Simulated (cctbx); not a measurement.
**La2Fe15Ge2H2 with cctbx, script by script**

Library: cctbx 2025.11. The data are simulated by the first script.

## 1. Simulate the data

run.py:

```python
from cctbx import adptbx, crystal, miller, sgtbx, xray
from cctbx.array_family import flex
from iotbx.shelx import hklf
from scitbx import matrix
import scitbx.random

cs = crystal.symmetry(unit_cell=(9.898, 8.685, 6.48, 90, 100.12, 90), space_group_symbol='Hall: -C 2y')  # C2/m
atoms = [  # label, site, U (iso, or U11 U22 U33 U12 U13 U23 in A^2), occupancy
    ("La1", (0.8466, 0.5, 0.6541), (0.0142, 0.0164, 0.0144, 0.0000, 0.0055, 0.0000), 1),
    ("Ge1", (0.6034, 0.5, 0.903), (0.0154, 0.0181, 0.0141, 0.0000, 0.0043, 0.0000), 1),
    ("Fe1", (0.9009, 0.2444, 0.3371), (0.0172, 0.0157, 0.0193, 0.0023, 0.0080, 0.0035), 1),
    ("Fe2", (0.1594, 0.5, 0.8571), (0.0174, 0.0133, 0.0156, 0.0000, 0.0016, 0.0000), 1),
    ("Fe3", (0.75, 0.75, 0), (0.0197, 0.0273, 0.0221, 0.0009, 0.0039, -0.0046), 1),
    ("Fe4", (0, 0, 0.5), (0.0141, 0.0135, 0.0191, 0.0000, 0.0021, 0.0000), 1),
    ("Fe5", (0, 0.716, 0), (0.0233, 0.0291, 0.0229, 0.0000, 0.0047, 0.0000), 1),
    ("Fe6", (0.356, 0.6365, 0.7148), (0.0269, 0.0273, 0.0245, -0.0008, 0.0061, -0.0003), 1),
    ("H1", (0.25, 0.75, 0.5), 0.0605, 1),
]
xs = xray.structure(crystal_symmetry=cs)
for label, site, u, occ in atoms:
    u = adptbx.u_cif_as_u_star(cs.unit_cell(), u) if isinstance(u, tuple) else u
    xs.add_scatterer(xray.scatterer(label, site=site, u=u, occupancy=occ))
xs.set_inelastic_form_factors(0.71073, "sasaki")
xs.show_summary()
p1 = xs.expand_to_p1()
ms = miller.build_set(p1, anomalous_flag=True, d_min=0.8)
flex.set_random_seed(744667)
scitbx.random.set_random_seed(744667)
ms = ms.select(flex.random_double(ms.size()) < 0.95)
i = ms.structure_factors_from_scatterers(p1, algorithm="direct").f_calc().as_intensity_array().data()
i = i * 70000 / flex.max(i)
sig = flex.sqrt(i + flex.pow2(0.03 * i) + 15 ** 2)
noise = scitbx.random.variate(scitbx.random.normal_distribution())(i.size())
data = ms.array(data=i + sig * noise, sigmas=sig).set_observation_type_xray_intensity()
with open("data.hkl", "w") as f:
    data.export_as_shelx_hklf(f)
print("reflections written:", data.size(), " <I/sigma> = %.1f" % flex.mean(data.data() / data.sigmas()))
for h, a, b in list(data.sort("data"))[:12]:
    print("%4d%4d%4d %9.1f %7.1f" % (h + (a, b)))
```

```console
$ python run.py
```

```text
Number of scatterers: 9
At special positions: 7
Unit cell: (9.898, 8.685, 6.48, 90, 100.12, 90)
Space group: C 1 2/m 1 (No. 12)
reflections written: 4279  <I/sigma> = 9.4
  -4   0   2   75589.0  2116.7
   4   0  -2   70195.8  2116.7
   2  -2   2   53314.5  1529.7
   2   2   2   52406.1  1529.7
  -2  -2  -2   52192.7  1529.7
  -2   2  -2   51797.5  1529.7
   0  -4   0   51022.3  1503.2
   0   4   0   48816.4  1503.2
   0   0  -3   33191.8   992.7
   3   3   0   32112.5   932.1
   4   0   4   31801.1   939.8
  -4   0  -4   31078.9   939.8
```

Run time: 0.27 s on 1 thread of Arm Neoverse V2 (shared host), peak memory 0.07 GiB.

## 2. Symmetry

run.py:

```python
from cctbx import crystal, sgtbx, statistics
from cctbx.array_family import flex
from iotbx.shelx import hklf

p1 = crystal.symmetry(unit_cell=(9.898, 8.685, 6.48, 90, 100.12, 90), space_group_symbol="P 1")
raw = hklf.reader(file_name="data.hkl").as_miller_arrays(crystal_symmetry=p1, anomalous=True)[0]
print(raw.size(), "reflections to d = %.3f A" % raw.d_min())
isig = raw.data() / raw.sigmas()
print("centring   violations  <I/sigma> of those")
best = "P"
for c in "ABCIRF":
    a = raw.customized_copy(space_group_info=sgtbx.space_group_info("Hall: %s 1" % c)).sys_absent_flags().data()
    m = flex.mean(isig.select(a))
    print("%5s %10d of %5d %8.1f" % (c, (isig.select(a) > 4).count(True), a.count(True), m))
    if (isig.select(a) > 4).count(True) < 0.01 * a.count(True):
        best = c
raw = raw.select(~raw.customized_copy(space_group_info=sgtbx.space_group_info("Hall: %s 1" % best)).sys_absent_flags().data())
isig = raw.data() / raw.sigmas()
rows = []
for s in sgtbx.space_group_symbol_iterator():
    g = sgtbx.space_group(s)
    if g.conventional_centring_type_symbol() != best or not g.is_compatible_unit_cell(p1.unit_cell(), 1e-3, 0.02):
        continue
    rows.append((s, g))
print("Laue class    unique    Rint  (classes that these axes allow; Friedel mates merged)")
rint = {}
for s, g in rows:
    laue = g.build_derived_patterson_group()
    key = laue.type().hall_symbol()
    if key not in rint:
        m = raw.customized_copy(space_group_info=laue.info(), anomalous_flag=False).merge_equivalents()
        rint[key] = m.r_int()
        print("%-14s %6d %7.3f" % (laue.type().lookup_symbol(), m.array().size(), m.r_int()))
floor = min(rint.values())
good = [(s, g) for s, g in rows if rint[g.build_derived_patterson_group().type().hall_symbol()] < 2 * floor + 0.03]
top = max(g.build_derived_patterson_group().order_z() for s, g in good)
print("space group    extra absences  I>4sigma  <I/sigma>")
for s, g in good:
    laue = g.build_derived_patterson_group()
    if laue.order_z() != top:
        continue
    a = raw.customized_copy(space_group_info=g.info()).sys_absent_flags().data()
    a &= ~raw.customized_copy(space_group_info=laue.info()).sys_absent_flags().data()
    bad = (isig.select(a) > 4).count(True)
    if bad <= 0.03 * a.count(True):
        print("%-16s %8d %10d %9s  %s" % (s.universal_hermann_mauguin(), a.count(True), bad, "%.1f" % flex.mean(isig.select(a)) if a.count(True) else "-", "centric" if g.is_centric() else "acentric"))
laue = max(good, key=lambda t: t[1].build_derived_patterson_group().order_z())[1].build_derived_patterson_group()
f = raw.customized_copy(space_group_info=laue.info(), anomalous_flag=False).merge_equivalents().array().eliminate_sys_absent().f_sq_as_f()
f.set_observation_type_xray_amplitude()
bins = max(3, min(8, f.size() // 12))
f.setup_binner(n_bins=bins)
w = statistics.wilson_plot(f, {e: n / laue.order_z() for e, n in {'La': 4.0, 'Ge': 4.0, 'Fe': 30.0, 'H': 4.0}.items()}, e_statistics=True)
print("Wilson B = %.2f A^2   <|E^2-1|> = %.3f (0.968 centric, 0.736 acentric)   E^2>4: %.1f %%" % (w.wilson_b, w.mean_e_sq_minus_1, w.percent_e_sq_gt_2))
print("shell (A)         n   <I/sigma>")
m = raw.customized_copy(space_group_info=laue.info(), anomalous_flag=False).merge_equivalents().array().eliminate_sys_absent()
for b in m.setup_binner(n_bins=bins).range_used():
    sel = m.binner().selection(b)
    print("%5.2f - %4.2f %6d %8.1f" % (min(m.binner().bin_d_range(b)[0] if m.binner().bin_d_range(b)[0] > 0 else 99, 99), m.binner().bin_d_range(b)[1], sel.count(True), flex.mean((m.data() / m.sigmas()).select(sel))))
```

```console
$ python run.py
```

```text
4279 reflections to d = 0.800 A
centring   violations  <I/sigma> of those
    A        958 of  2136     10.4
    B        958 of  2141     10.4
    C          0 of  2141     -0.0
    I        888 of  2128      8.5
    R       1220 of  2852      9.3
    F        958 of  3209      7.0
Laue class    unique    Rint  (classes that these axes allow; Friedel mates merged)
C 1 2/m 1         605   0.023
space group    extra absences  I>4sigma  <I/sigma>
C 1 2 1                 0          0         -  acentric
C 1 m 1                 0          0         -  acentric
C 1 2/m 1               0          0         -  centric
Wilson B = 1.28 A^2   <|E^2-1|> = 0.914 (0.968 centric, 0.736 acentric)   E^2>4: 3.0 %
shell (A)         n   <I/sigma>
 6.48 - 1.59     83     39.7
 1.59 - 1.27     73     37.7
 1.27 - 1.11     75     35.7
 1.11 - 1.01     82     29.6
 1.01 - 0.94     64     38.8
 0.94 - 0.88     82     25.0
 0.88 - 0.84     66     21.9
 0.84 - 0.80     80     31.2
```

Time: 0.26 s.

## 3. Charge flipping

run.py:

```python
import itertools
from cctbx import crystal, maptbx
from cctbx.array_family import flex
from iotbx.shelx import hklf
from smtbx.ab_initio import charge_flipping as cf

cs = crystal.symmetry(unit_cell=(9.898, 8.685, 6.48, 90, 100.12, 90), space_group_symbol='Hall: -C 2y')  # C2/m
raw = hklf.reader(file_name="data.hkl").as_miller_arrays(crystal_symmetry=cs, anomalous=True)[0]
merged = raw.eliminate_sys_absent().merge_equivalents()
fo2 = merged.array().set_observation_type_xray_intensity()
f = fo2.average_bijvoet_mates().f_sq_as_f().resolution_filter(d_min=0.8)
p1 = f.expand_to_p1()
p1.setup_binner_counting_sorted(reflections_per_bin=max(40, p1.size() // 12))
work = p1.array(data=p1.data() / p1.amplitude_quasi_normalisations().data())
flex.set_random_seed(73364)
it = cf.weak_reflection_improved_iterator(delta=None, weak_reflection_fraction=0.3)
it.start(work, phases=flex.random_double(p1.size()) * 6.2832, f_000=0)
it.delta = 1 * it.rho_map.sigma()
print("cycle      R  skewness")
for n, st in enumerate(itertools.islice(it, 150)):
    if n % 12 == 0:
        print("%5d %6.3f %8.2f" % (n, st.r1_factor(), st.rho_map.skewness()))
rho = p1.phase_transfer(it.f_calc).fft_map().apply_volume_scaling()
polish = cf.low_density_elimination_iterator(constant_rho_c=rho.sigma())
polish.start(f_obs=p1, phases=it.f_calc, f_000=0)
for _ in range(8):
    next(polish)
print("origin shift          correlation  skewness")
maps = []
for fc, shift, cc in itertools.islice(cf.f_calc_symmetrisations(f, polish.f_calc, 0), 4):
    m = f.phase_transfer(fc).fft_map(symmetry_flags=maptbx.use_space_group_symmetry, resolution_factor=0.25).apply_sigma_scaling()
    maps.append((m.skewness(), cc, m))
    print("%6.3f %6.3f %6.3f %10.3f %9.2f" % (tuple(shift) + (cc, m.skewness())))
skew, cc, m = max((t for t in maps if t[1] > maps[0][1] - 0.04), key=lambda t: t[0])
print("taken: symmetry correlation %.3f, skewness %.2f" % (cc, skew))
peaks = m.peak_search(parameters=maptbx.peak_search_parameters(min_distance_sym_equiv=0.9, max_clusters=14)).all()
sps = cs.special_position_settings(min_distance_sym_equiv=0.5)
print("peak      x       y       z  mult  height/sigma")
for k, (x, h) in enumerate(zip(peaks.sites(), peaks.heights())):
    ss = sps.site_symmetry(x)
    print("Q%-3d %7.4f %7.4f %7.4f %4d %8.1f" % ((k + 1,) + tuple(t % 1 for t in ss.exact_site()) + (ss.multiplicity(), h)))
```

```console
$ python run.py
```

```text
cycle      R  skewness
    0  0.606     0.21
   12  0.454     1.29
   24  0.457     1.53
   36  0.457     1.92
   48  0.476     2.70
   60  0.447     3.51
   72  0.468     3.40
   84  0.473     3.04
   96  0.451     3.31
  108  0.458     3.35
  120  0.472     3.46
  132  0.462     3.39
  144  0.457     3.33
origin shift          correlation  skewness
 0.365  0.461  0.249      0.911      2.25
 0.024  0.463  0.078      0.914      2.89
 0.187  0.465  0.407      0.897      2.02
 0.030  0.195  0.087      0.904      2.39
taken: symmetry correlation 0.914, skewness 2.89
peak      x       y       z  mult  height/sigma
Q1    0.0000  0.0000  0.0000    2     17.6
Q2    0.2050  0.5000  0.7981    4      7.7
Q3    0.2500  0.2500  0.0000    4      7.6
Q4    0.2082  0.5000  0.2892    4      6.6
Q5    0.0609  0.2481  0.6882    8      5.3
Q6    0.2166  0.0000  0.7964    4      5.0
Q7    0.1436  0.2245  0.3319    8      4.9
Q8    0.0358  0.5000  0.4471    4      4.6
Q9    0.0000  0.0000  0.5000    2      4.5
Q10   0.1392  0.5000  0.4063    4      3.8
Q11   0.1218  0.5000  0.8604    4      3.5
Q12   0.1377  0.0000  0.3254    4      3.3
Q13   0.0000  0.3949  0.0000    4      2.8
Q14   0.0363  0.2152  0.1962    8      2.7
```

Time: 0.35 s.

## 4. Refinement (model from the peaks)

run.py:

```python
import math
from cctbx import adptbx, crystal, maptbx, sgtbx, xray
from cctbx.array_family import flex
from cctbx.xray import observations
from iotbx.shelx import hklf
from scitbx.lstbx import normal_eqns_solving
from smtbx import absolute_structure, utils
from smtbx.refinement import constraints, least_squares

cs = crystal.symmetry(unit_cell=(9.898, 8.685, 6.48, 90, 100.12, 90), space_group_symbol='Hall: -C 2y')  # C2/m
atoms = [  # label, site, U (iso, or U11 U22 U33 U12 U13 U23 in A^2), occupancy
    ("La1", (0, 0, 0), 0.0200, 1),
    ("Ge1", (0.205, 0.5, 0.7981), 0.0200, 1),
    ("Fe1", (0.25, 0.25, 0), 0.0200, 1),
    ("Fe2", (0.2082, 0.5, 0.2892), 0.0200, 1),
    ("Fe3", (0.0609, 0.2481, 0.6882), 0.0200, 1),
    ("Fe4", (0.1436, 0.2245, 0.3319), 0.0200, 1),
    ("Fe5", (0, 0, 0.5), 0.0200, 1),
    ("Fe6", (0.1392, 0.5, 0.4063), 0.0200, 1),
]
xs = xray.structure(crystal_symmetry=cs)
for label, site, u, occ in atoms:
    u = adptbx.u_cif_as_u_star(cs.unit_cell(), u) if isinstance(u, tuple) else u
    xs.add_scatterer(xray.scatterer(label, site=site, u=u, occupancy=occ))
xs.set_inelastic_form_factors(0.71073, "sasaki")
raw = hklf.reader(file_name="data.hkl").as_miller_arrays(crystal_symmetry=cs, anomalous=True)[0]
merged = raw.eliminate_sys_absent().merge_equivalents()
fo2 = merged.array().set_observation_type_xray_intensity()
print("Rint %.3f, %d unique reflections to %.2f A" % (merged.r_int(), fo2.size(), fo2.d_min()))
for sc in xs.scatterers():
    sc.flags.set_grad_site(True)
    sc.flags.set_grad_u_aniso(sc.flags.use_u_aniso())
    sc.flags.set_grad_u_iso(sc.flags.use_u_iso())
obs = fo2.as_xray_observations()
extra = {}
rep = constraints.reparametrisation(xs, [], utils.connectivity_table(xs), **extra)
ls = least_squares.crystallographic_ls(obs, rep, weighting_scheme=least_squares.mainstream_shelx_weighting(a=0, b=0))
print("cycle     R1     wR2    GooF  max shift (A)")
for cycle in range(6):
    ls.build_up()
    r1, wr2, goof = ls.r1_factor(cutoff_factor=2)[0], ls.wR2(), ls.goof()
    old = xs.sites_cart()
    normal_eqns_solving.levenberg_marquardt_iterations(ls, n_max_iterations=3, tau=0.0001, step_threshold=1e-7)
    big = flex.max((xs.sites_cart() - old).norms())
    print("%4d %7.4f %7.4f %7.3f %9.5f" % (cycle + 1, r1, wr2, goof, big))
    ls.build_up(objective_only=True)
    if abs(ls.wR2() - wr2) < 5e-5 and big < 5e-4:
        break
ls.build_up()
print("final R1 %.4f wR2 %.4f GooF %.3f  parameters %d  data/parameter %.1f" % (ls.r1_factor(cutoff_factor=2)[0], ls.wR2(), ls.goof(), ls.n_parameters, fo2.size() / ls.n_parameters))
cov = ls.covariance_matrix_and_annotations()
su = dict(zip(cov.annotations, (math.sqrt(max(v, 0)) for v in cov.matrix.matrix_packed_u_diagonal())))
a2 = cs.unit_cell().reciprocal_parameters()[0] ** -2
print("atom        x        y        z      Ueq    occ   su(xyz)  su(Uiso or U11)")
for sc in xs.scatterers():
    s = max(su.get(sc.label + k, 0) for k in (".x", ".y", ".z"))
    npd = "" if sc.is_positive_definite_u(cs.unit_cell()) else "  NPD"
    print("%-5s %8.5f %8.5f %8.5f %8.4f %6.3f %8.5f %7.4f%s" % ((sc.label,) + sc.site + (sc.u_iso_or_equiv(cs.unit_cell()), sc.occupancy, s, su.get(sc.label + ".uiso", su.get(sc.label + ".u11", 0) * a2), npd)))
fo = fo2.f_sq_as_f()
fc = fo.structure_factors_from_scatterers(xs, algorithm="direct").f_calc()
diff = fo.f_obs_minus_f_calc(1 / math.sqrt(ls.scale_factor()), fc).average_bijvoet_mates()
m = diff.fft_map(symmetry_flags=maptbx.use_space_group_symmetry, resolution_factor=0.25).apply_volume_scaling()
print("difference map: max %.2f min %.2f rms %.2f" % (m.statistics().max(), m.statistics().min(), m.statistics().sigma()))
peaks = m.peak_search(parameters=maptbx.peak_search_parameters(min_distance_sym_equiv=0.6, max_clusters=6)).all()
near = xs.closest_distances(peaks.sites(), distance_cutoff=4)
sps = cs.special_position_settings(min_distance_sym_equiv=0.5)
for k, (x, h) in enumerate(zip(peaks.sites(), peaks.heights())):
    ss = sps.site_symmetry(x)
    print("Q%-3d %7.4f %7.4f %7.4f %4d %7.2f  %.2f A from %s" % ((k + 1,) + tuple(t % 1 for t in ss.exact_site()) + (ss.multiplicity(), h, near.smallest_distances[k], xs.scatterers()[near.i_seqs[k]].label)))
```

```console
$ python run.py
```

```text
Rint 0.023, 605 unique reflections to 0.80 A
cycle     R1     wR2    GooF  max shift (A)
   1  0.6940  0.9156  34.980   0.43794
   2  0.5653  0.8302  31.719   0.32892
   3  0.5287  0.8027  30.667   0.36339
   4  0.4590  0.7400  28.271   0.04090
   5  0.4550  0.7347  28.069   0.01413
   6  0.4553  0.7345  28.063   0.00774
final R1 0.4557 wR2 0.7346 GooF 28.065  parameters 20  data/parameter 30.2
atom        x        y        z      Ueq    occ   su(xyz)  su(Uiso or U11)
La1    0.00000  0.00000  0.00000   0.0001  1.000  0.00000  0.0028
Ge1    0.16170  0.50000  0.82385   0.0465  1.000  0.00474  0.0066
Fe1    0.25000  0.25000  0.00000   0.0001  1.000  0.00000  0.0038
Fe2    0.25797  0.50000  0.25134   0.0111  1.000  0.00399  0.0048
Fe3    0.07928  0.26047  0.66083   0.0346  1.000  0.00351  0.0054
Fe4    0.14572  0.21084  0.34182   0.0588  1.000  0.00530  0.0082
Fe5    0.00000  0.00000  0.50000   0.0001  1.000  0.00000  0.0049
Fe6    0.18767  0.50000  0.31170   0.0001  1.000  0.00281  0.0041
difference map: max 113.23 min -41.11 rms 6.82
Q1    0.0000  0.0000  0.0000    2  113.23  0.00 A from La1
Q2    0.2500  0.2500  0.0000    4   52.70  0.00 A from Fe1
Q3    0.0000  0.0000  0.5000    2   46.91  0.00 A from Fe5
Q4    0.2035  0.1322  0.3654    8   46.01  0.89 A from Fe4
Q5    0.2271  0.5000  0.2812    4   44.31  0.39 A from Fe2
Q6    0.0478  0.5000  0.4483    4   43.10  1.77 A from Fe6
```

Time: 0.59 s.

Figures of merit this high mean that the model is still wrong or incomplete.

## 5. Charge flipping

run.py, as its changes from the last script of this kind:

```diff
@@ -13,3 +13,2 @@
-p1.setup_binner_counting_sorted(reflections_per_bin=max(40, p1.size() // 12))
-work = p1.array(data=p1.data() / p1.amplitude_quasi_normalisations().data())
-flex.set_random_seed(73364)
+work = p1
+flex.set_random_seed(73365)
@@ -20,2 +19,2 @@
-for n, st in enumerate(itertools.islice(it, 150)):
-    if n % 12 == 0:
+for n, st in enumerate(itertools.islice(it, 300)):
+    if n % 25 == 0:
```

```console
$ python run.py
```

```text
cycle      R  skewness
    0  0.611     0.26
   25  0.445     2.47
   50  0.236     4.92
   75  0.242     4.68
  100  0.228     4.78
  125  0.232     4.68
  150  0.245     4.66
  175  0.227     4.67
  200  0.243     4.70
  225  0.233     4.58
  250  0.231     4.64
  275  0.221     4.60
origin shift          correlation  skewness
 0.476  0.116  0.372      0.886      1.14
 0.144  0.116  0.207      0.881      1.32
 0.471  0.116  0.119      0.889      1.15
 0.310  0.115  0.034      0.883      1.29
taken: symmetry correlation 0.881, skewness 1.32
peak      x       y       z  mult  height/sigma
Q1    0.9930  0.1597  0.2475    8      6.6
Q2    0.1765  0.3281  0.5717    8      6.6
Q3    0.1800  0.3449  0.0606    8      5.0
Q4    0.2318  0.3992  0.2120    8      4.4
Q5    0.0476  0.2768  0.8167    8      4.1
Q6    0.0961  0.4301  0.4326    8      3.8
Q7    0.0866  0.0825  0.4090    8      3.2
Q8    0.0902  0.0843  0.6569    8      3.2
Q9    0.1876  0.4320  0.8445    8      2.9
Q10   0.2126  0.0000  0.1606    4      2.7
Q11   0.0455  0.0956  0.9578    8      2.7
Q12   0.0707  0.3079  0.1583    8      2.6
Q13   0.1579  0.0527  0.8560    8      2.5
Q14   0.0133  0.5000  0.8260    4      2.4
```

Time: 0.4 s.

[Logs are printed without paths, hosts, clocks, repeated set-up lines and the standing remarks that a program may print on its own settings, such as how far it seeks lower states.]
